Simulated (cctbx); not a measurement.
## Resonant diffraction in NdTi2Ga2

Space group Fddd (no. 70, origin choice 1), a = 7.3360 Å, b = 10.2300 Å, c = 11.3170 Å, α = 90.00°, β = 90.00°, γ = 90.00°.

| atom | mult. | x | y | z | Ueq (Å²) |
| --- | --- | --- | --- | --- | --- |
| Nd1 | 8 | 3/4 | 3/4 | 1/4 | 0.0124 |
| Ga1 | 16 | 3/4 | 0.4278 | 1/4 | 0.0167 |
| Ti1 | 16 | 3/4 | 1/4 | 0.3879 | 0.0210 |

The model is made up (kin elements in a known structure type, no relaxation), so it says nothing on whether the phase exists.

Calculated with cctbx: free-atom f′ and f″ from the Sasaki tables, no fine structure; amplitudes in electrons.

```
E (eV)  F 1 1 3  F 0 2 2  F 1 1 1  F 2 0 2
  9767    331.9    134.0     45.9    715.7
 10117    336.5    141.6     48.5    704.0
 10247    340.1    148.1     51.1    693.4
 10307    343.5    154.6     53.8    682.7
 10337    346.9    161.1     56.8    671.8
 10352    350.3    167.6     59.7    660.9
 10359    353.3    173.4     62.4    651.2
 10363    356.4    179.5     65.3    641.2
 10371    356.6    177.3     61.5    642.0
 10375    352.4    168.9     57.3    655.3
 10382    348.9    161.9     53.8    666.6
 10397    345.1    154.3     50.0    678.7
 10427    341.4    146.9     46.4    690.7
 10517    336.6    137.2     41.7    706.4
 10767    331.6    126.9     36.7    724.0
```

**Question.** Which edge is crossed, and why do the reflections move as they do?

The K edge of Ga. The edge is at 10367 eV. f′ of Ga falls from -4.1 e at 10247 eV to -7.5 e at 4 eV below it, and f″ steps from 0.49 to 3.89 e across it. Over that approach |F| changes by +5 % (1 1 3), +21 % (0 2 2), +28 % (1 1 1) and -8 % (2 0 2): a reflection falls where Ga scatters in phase with the total and rises where it scatters against it; it hardly moves where the Ga term is small or cancels by symmetry. Above the edge the larger f″ enters the imaginary part, where it can add to or cancel the other atoms' f″. The structure is centrosymmetric, so Friedel mates stay equal.

[Logs are printed without paths, hosts, clocks, repeated set-up lines and the standing remarks that a program may print on its own settings, such as how far it seeks lower states.]
